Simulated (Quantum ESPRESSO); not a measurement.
# Canted and collinear textures of NiS, part 2 of 2

The moments of NiS start in several directions and relax. Which textures last, and at what energy?

Quantum ESPRESSO 7.5; LDA with U = 6 eV on Ni d (ortho-atomic projectors); plane waves with GBRV 1.5 LDA potentials, no spin-orbit coupling.

So far, absolute magnetization (μB): step 3 (start 2: two sublattices 30 degrees apart) 2.86.

The database entry behind the starting cell differs from later determinations by our own check (about 0.4 % short), so it need not match the best structure at ambient conditions.

### 4. Start 3: random 1

pw.in

```
&CONTROL
  calculation = 'scf'
  prefix = 'pwscf'
  outdir = './tmp'
  pseudo_dir = './pseudo'
  disk_io = 'nowf'
/
&SYSTEM
  ibrav = 0
  celldm(1) = 8
  nat = 4
  ntyp = 3
  ecutwfc = 34
  ecutrho = 238
  nbnd = 66
  occupations = 'smearing'
  smearing = 'fd'
  degauss = 0.00734986
  noncolin = .true.
  starting_magnetization(1) = 0.1111
  angle1(1) = 65.657
  angle2(1) = 32.852
  starting_magnetization(2) = 0.1111
  angle1(2) = 122.809
  angle2(2) = -17.228
  starting_magnetization(3) = 0
  nosym = .true.
/
&ELECTRONS
  conv_thr = 4d-08
  electron_maxstep = 150
  mixing_beta = 0.3
/
ATOMIC_SPECIES
Ni1    58.6934 ni_lda_v1.4.uspp.F.UPF
Ni2    58.6934 ni_lda_v1.4.uspp.F.UPF
S      32.0600 s_lda_v1.4.uspp.F.UPF
CELL_PARAMETERS alat
   0.8090389971054    0.0000000000000    0.0000000000000
  -0.4045194985527    0.7006483241546    0.0000000000000
   0.0000000000000    0.0000000000000    1.2613921881877
ATOMIC_POSITIONS crystal
Ni1     0.0000000000    0.0000000000    0.0000000000
Ni2     0.0000000000    0.0000000000    0.5000000000
S       0.3333333333    0.6666666667    0.2500000000
S       0.6666666667    0.3333333333    0.7500000000
K_POINTS automatic
5 5 3 0 0 0
HUBBARD {ortho-atomic}
U Ni1-3d 6.0000
U Ni2-3d 6.0000
```

Launch:

```
$ OMP_NUM_THREADS=1 mpirun -n 4 pw.x -nk 4 -in pw.in > pw.out
```

What it wrote:

```text
     [... lines left out ...]
Program PWSCF v.7.5 starts
     [... lines left out ...]
     number of atoms/cell      =            4
     [... lines left out ...]
     number of electrons       =        48.00
     number of Kohn-Sham states=           66
     kinetic-energy cutoff     =      34.0000  Ry
     charge density cutoff     =     238.0000  Ry
     scf convergence threshold =      4.0E-08
     [... lines left out ...]
     Noncollinear calculation without spin-orbit
     [... lines left out ...]
     No symmetry found
     [... lines left out ...]
     number of k points=    75  Fermi-Dirac smearing, width (Ry)=  0.0073
     [... lines left out ...]
     iteration # 33     ecut=    34.00 Ry     beta= 0.30
     [... lines left out ...]
     atom number    1 relative position :    0.0000   0.0000   0.0000
     [... lines left out ...]
     magnetization :         -0.006297    0.780675    0.992728
     [... lines left out ...]
     atom number    2 relative position :    0.0000   0.0000   0.6307
     [... lines left out ...]
     magnetization :          0.005742   -0.780533   -0.992694
     [... lines left out ...]
     atom number    3 relative position :   -0.0000   0.4671   0.3153
     [... lines left out ...]
     magnetization :         -0.000037   -0.000021   -0.000039
     [... lines left out ...]
     atom number    4 relative position :    0.4045   0.2335   0.9460
     [... lines left out ...]
     magnetization :         -0.000037   -0.000021   -0.000039
     [... lines left out ...]
     Tr[ns(  1)] (up, down, total) =   4.76868  3.77311  8.54179
     [... lines left out ...]
     Tr[ns(  2)] (up, down, total) =   3.77316  4.76870  8.54186
     [... lines left out ...]
     the Fermi energy is    12.5290 ev
!    total energy              =    -734.24351910 Ry
     estimated scf accuracy    <       0.00000001 Ry
     smearing contrib. (-TS)   =      -0.00014671 Ry
     [... lines left out ...]
     total magnetization       =    -0.00     0.00    -0.00 Bohr mag/cell
     absolute magnetization    =     2.86 Bohr mag/cell
     convergence has been achieved in  33 iterations
```

Wall time 2.6 min (4 MPI ranks of Arm Neoverse V2, shared host); peak memory 0.6 GiB.

Spin moment in the atom's sphere by atom:

```
atom  x (μB)  y (μB)  z (μB)  size
 Ni1   -0.01    0.78    0.99  1.26
 Ni2    0.01   -0.78   -0.99  1.26
  S3    0.00    0.00    0.00  0.00
  S4    0.00    0.00    0.00  0.00
```

Numbers from this step:

| Property | Result |
| --- | --- |
| smearing term TS | 0.001996 eV |
| magnetization | -0.001, 0, 0 μB |
| absolute magnetization | 2.858 μB |
| final state | antiferromagnetic |

### 5. Start 4: collinear alternating

Changes to pw.in since step 4:

```diff
@@ -20,7 +20,7 @@
   starting_magnetization(1) = 0.1111
-  angle1(1) = 65.657
-  angle2(1) = 32.852
+  angle1(1) = 0
+  angle2(1) = 0
   starting_magnetization(2) = 0.1111
-  angle1(2) = 122.809
-  angle2(2) = -17.228
+  angle1(2) = 180
+  angle2(2) = 0
   starting_magnetization(3) = 0
```

What it wrote:

```text
     [... lines left out ...]
Program PWSCF v.7.5 starts
     [... lines left out ...]
     number of atoms/cell      =            4
     [... lines left out ...]
     number of electrons       =        48.00
     number of Kohn-Sham states=           66
     kinetic-energy cutoff     =      34.0000  Ry
     charge density cutoff     =     238.0000  Ry
     scf convergence threshold =      4.0E-08
     [... lines left out ...]
     Noncollinear calculation without spin-orbit
     [... lines left out ...]
     No symmetry found
     [... lines left out ...]
     number of k points=    75  Fermi-Dirac smearing, width (Ry)=  0.0073
     [... lines left out ...]
     iteration # 24     ecut=    34.00 Ry     beta= 0.30
     [... lines left out ...]
     atom number    1 relative position :    0.0000   0.0000   0.0000
     [... lines left out ...]
     magnetization :          0.000000    0.000000    1.262769
     [... lines left out ...]
     atom number    2 relative position :    0.0000   0.0000   0.6307
     [... lines left out ...]
     magnetization :         -0.000000    0.000000   -1.262792
     [... lines left out ...]
     atom number    3 relative position :   -0.0000   0.4671   0.3153
     [... lines left out ...]
     magnetization :          0.000000    0.000000    0.000008
     [... lines left out ...]
     atom number    4 relative position :    0.4045   0.2335   0.9460
     [... lines left out ...]
     magnetization :          0.000000    0.000000    0.000008
     [... lines left out ...]
     Tr[ns(  1)] (up, down, total) =   4.90416  3.63776  8.54192
     [... lines left out ...]
     Tr[ns(  2)] (up, down, total) =   3.63773  4.90415  8.54188
     [... lines left out ...]
     the Fermi energy is    12.5289 ev
!    total energy              =    -734.24351910 Ry
     estimated scf accuracy    <       0.00000001 Ry
     smearing contrib. (-TS)   =      -0.00014685 Ry
     [... lines left out ...]
     total magnetization       =     0.00     0.00    -0.00 Bohr mag/cell
     absolute magnetization    =     2.86 Bohr mag/cell
     convergence has been achieved in  24 iterations
```

It took 1.9 min on 4 MPI ranks; peak memory 0.6 GiB.

Spin moment in the atom's sphere by atom:

```
atom  x (μB)  y (μB)  z (μB)  size
 Ni1    0.00    0.00    1.26  1.26
 Ni2    0.00    0.00   -1.26  1.26
  S3    0.00    0.00    0.00  0.00
  S4    0.00    0.00    0.00  0.00
```

Numbers from this step:

| Quantity | Value |
| --- | --- |
| smearing term TS | 0.001998 eV |
| magnetization | 0, 0, 0 μB |
| absolute magnetization | 2.858 μB |
| final state | antiferromagnetic |

### 6. A faulty input

One input was spoiled on purpose, to see how the program answers.

pw.in

```
&CONTROL
  calculation = 'scf'
  prefix = 'pwscf'
  outdir = './tmp'
  pseudo_dir = './pseudo'
  disk_io = 'nowf'
/
&SYSTEM
  ibrav = 0
  nat = 4
  ntyp = 2
  ecutwfc = 34
  ecutrho = 238
  nbnd = 35
  occupations = 'smearing'
  smearing = 'fd'
  degauss = 0.29399458
  nspin = 2
  starting_magnetization(1) = 0.1111
  starting_magnetization(2) = 0
/
&ELECTRONS
  conv_thr = 4d-08
  electron_maxstep = 60
  mixing_beta = 0.3
/
ATOMIC_SPECIES
Ni     58.6934 ni_lda_v1.4.uspp.F.UPF
S      32.0600 s_lda_v1.4.uspp.F.UPF
CELL_PARAMETERS angstrom
   3.4250000000    0.0000000000    0.0000000000
  -1.7125000000    2.9661370080    0.0000000000
   0.0000000000    0.0000000000    5.3400000000
ATOMIC_POSITIONS crystal
Ni      0.0000000000    0.0000000000    0.0000000000
Ni      0.0000000000    0.0000000000    0.5000000000
S       0.3333333333    0.6666666667    0.2500000000
S       0.6666666667    0.3333333333    0.7500000000
K_POINTS automatic
5 5 3 0 0 0
HUBBARD {ortho-atomic}
U Ni-3d 6.0000
```

What it wrote:

```text
[banner, memory and clock lines left out]
Program PWSCF v.7.5 starts

     Message from routine setup:
     using ibrav=0 with symmetry is DISCOURAGED, use correct ibrav instead

     bravais-lattice index     =            0
     lattice parameter (alat)  =       6.4723  a.u.
     unit-cell volume          =     366.0915 (a.u.)^3
     number of atoms/cell      =            4
     number of atomic types    =            2
     number of electrons       =        48.00
     number of Kohn-Sham states=           35
     kinetic-energy cutoff     =      34.0000  Ry
     charge density cutoff     =     238.0000  Ry
     scf convergence threshold =      4.0E-08
     mixing beta               =       0.3000
     number of iterations used =            8  plain     mixing
     Exchange-correlation=  SLA  PZ   NOGX NOGC
                           (   1   1   0   0   0   0   0)
     Hubbard projectors: ortho-atomic
     Hubbard parameters of DFT+U (Dudarev formulation) in eV:
     U(Ni-3d) =  6.0000

     Internal variables: lda_plus_u =T, lda_plus_u_kind = 0

     Internal variables: orbital_resolved =F, hub_pot_fix =F, apply_U = F

     [... lines left out ...]
     PseudoPot. # 1 for Ni read from file:
     ni_lda_v1.4.uspp.F.UPF
     Pseudo is Ultrasoft + core correction, Zval = 18.0

     PseudoPot. # 2 for S  read from file:
     s_lda_v1.4.uspp.F.UPF
     Pseudo is Ultrasoft + core correction, Zval =  6.0

     atomic species   valence    mass     pseudopotential
     Ni               18.00    58.69340     Ni( 1.00)
     S                 6.00    32.06000     S ( 1.00)

     Starting magnetic structure
     atomic species   magnetization
     Ni              0.111
     S               0.000

     24 Sym. Ops., with inversion, found (12 have fractional translation)

   Cartesian axes

     site n.     atom                  positions (alat units)
         1        Ni     tau(   1) = (   0.0000000   0.0000000   0.0000000  )
         2        Ni     tau(   2) = (   0.0000000   0.0000000   0.7795620  )
         3        S      tau(   3) = (  -0.0000000   0.5773503   0.3897810  )
         4        S      tau(   4) = (   0.5000000   0.2886751   1.1693431  )

     number of k points=    10  Fermi-Dirac smearing, width (Ry)=  0.2940

     Dense  grid:    22669 G-vectors     FFT dimensions: (  32,  32,  50)

     Smooth grid:     9769 G-vectors     FFT dimensions: (  25,  25,  40)

     Check: negative core charge=   -0.000007
     Generating pointlists ...
     new r_m :   0.2874 (alat units)  1.8598 (a.u.) for type    1
     new r_m :   0.2874 (alat units)  1.8598 (a.u.) for type    2

     Initial potential from superposition of free atoms

     starting charge      43.9999, renormalised to      48.0000

     STARTING HUBBARD OCCUPATIONS:

     =================== HUBBARD OCCUPATIONS ===================
     ------------------------ ATOM    1 ------------------------
     Tr[ns(  1)] (up, down, total) =   5.00000  3.00000  8.00000
     Atomic magnetic moment for atom   1 =   2.00000
     [... lines left out ...]
     ------------------------ ATOM    2 ------------------------
     Tr[ns(  2)] (up, down, total) =   5.00000  3.00000  8.00000
     Atomic magnetic moment for atom   2 =   2.00000
     [... lines left out ...]
     Number of occupied Hubbard levels =   16.0000

     Atomic wfc used for Hubbard projectors are orthogonalized

     Starting wfcs are   34 randomized atomic wfcs +    1 random wfcs

     Self-consistent Calculation

     iteration #  1     ecut=    34.00 Ry     beta= 0.30
     Davidson diagonalization with overlap
     ethr =  1.00E-02,  avg # of iterations =  6.1

     =================== HUBBARD OCCUPATIONS ===================
     ------------------------ ATOM    1 ------------------------
     Tr[ns(  1)] (up, down, total) =   1.69425  0.97073  2.66498
     Atomic magnetic moment for atom   1 =   0.72352
     [... lines left out ...]
     ------------------------ ATOM    2 ------------------------
     Tr[ns(  2)] (up, down, total) =   1.69425  0.97073  2.66498
     Atomic magnetic moment for atom   2 =   0.72352
     [... lines left out ...]
     Number of occupied Hubbard levels =    5.3300

     total energy              =    -715.91481090 Ry
     estimated scf accuracy    <      77.55075837 Ry

     total magnetization       =     1.29 Bohr mag/cell
     absolute magnetization    =     1.61 Bohr mag/cell

     [... further iterations left out ...]

     iteration # 16     ecut=    34.00 Ry     beta= 0.30
     Davidson diagonalization with overlap
     ethr =  3.60E-10,  avg # of iterations =  1.6

     Magnetic moment per site  (integrated on atomic sphere of radius R)
     atom   1 (R=0.287)  charge= 16.2961  magn=  0.0000
     atom   2 (R=0.287)  charge= 16.2961  magn=  0.0000
     atom   3 (R=0.287)  charge=  4.0265  magn=  0.0000
     atom   4 (R=0.287)  charge=  4.0265  magn=  0.0000

     End of self-consistent calculation

     =================== HUBBARD OCCUPATIONS ===================
     ------------------------ ATOM    1 ------------------------
     Tr[ns(  1)] (up, down, total) =   4.04548  4.04548  8.09097
     Atomic magnetic moment for atom   1 =   0.00000
     [... lines left out ...]
     ------------------------ ATOM    2 ------------------------
     Tr[ns(  2)] (up, down, total) =   4.04548  4.04548  8.09097
     Atomic magnetic moment for atom   2 =   0.00000
     [... lines left out ...]
     Number of occupied Hubbard levels =   16.1819

     [... lines left out ...]
     the Fermi energy is    13.4634 ev

!    total energy              =    -738.10204917 Ry
     estimated scf accuracy    <          2.7E-09 Ry
     smearing contrib. (-TS)   =      -6.96459443 Ry
     internal energy E=F+TS    =    -731.13745474 Ry

     The total energy is F=E-TS. E is the sum of the following terms:
     one-electron contribution =    -512.57280576 Ry
     hartree contribution      =     279.86582342 Ry
     xc contribution           =     -86.70854012 Ry
     ewald contribution        =    -412.40287980 Ry
     Hubbard energy            =       0.68094752 Ry

     total magnetization       =     0.00 Bohr mag/cell
     absolute magnetization    =     0.00 Bohr mag/cell

     convergence has been achieved in  16 iterations
```

Run time: 7.4 s. Hardware: 4 MPI ranks; peak memory 0.33 GiB; 29 s of CPU time.

The run converged, but its input is faulty, so its numbers are not to be trusted.

The fault in the input: a smearing of electronvolts.

### 7. Ranking

States with no site moment of 0.15 μB are listed as non-magnetic. Textures, by row:

```
                           start        final state  energy over the lowest (meV a seeded atom)  smallest moment (μB)  largest moment (μB)  net moment (μB a cell)  angles to the first moment (degrees)
              collinear parallel       non-magnetic                                       484.3                     0              5.88e-4                 9.08e-4                                     -
two sublattices 30 degrees apart  antiferromagnetic                                           0                 1.263                1.263                       0                                   180
                        random 1  antiferromagnetic                                           0                 1.263                1.263                 6.80e-4                                   180
           collinear alternating  antiferromagnetic                                           0                 1.263                1.263                       0                                   180
```

### 8. Results

* lowest start: two sublattices 30 degrees apart, random 1 and collinear alternating
* its final state: antiferromagnetic
* its moments: 1.26 μB
* its net moment: 0 μB a cell

What this shows: No finished start ends non-collinear. The mesh is coarse, so differences of some ten meV can be noise where moments are itinerant. Without spin–orbit coupling only the angles between moments matter. The parallel start nearly lost its moments. The cell holds only so many moments, so longer spirals cannot form in it. Energies are free energies at an electronic temperature of 1160 K, which lowers moments and differences where the moments are itinerant. The cutoff lies under the 40 Ry that these files are usually run at.

[Logs and program files are shortened in this print: banners, set-up blocks, solver, clock and traceback lines can be left out without a mark of their own.]

[Logs are printed without paths, hosts, clocks, repeated set-up lines and the standing remarks that a program may print on its own settings, such as how far it seeks lower states.]

[Hosts, paths, dates, database ids (printed as entryN), source tags and the programs' standing remarks are cut or masked in the printed files.]

[Where a cell is said to come from a database of computed structures, the database is the Materials Project.]
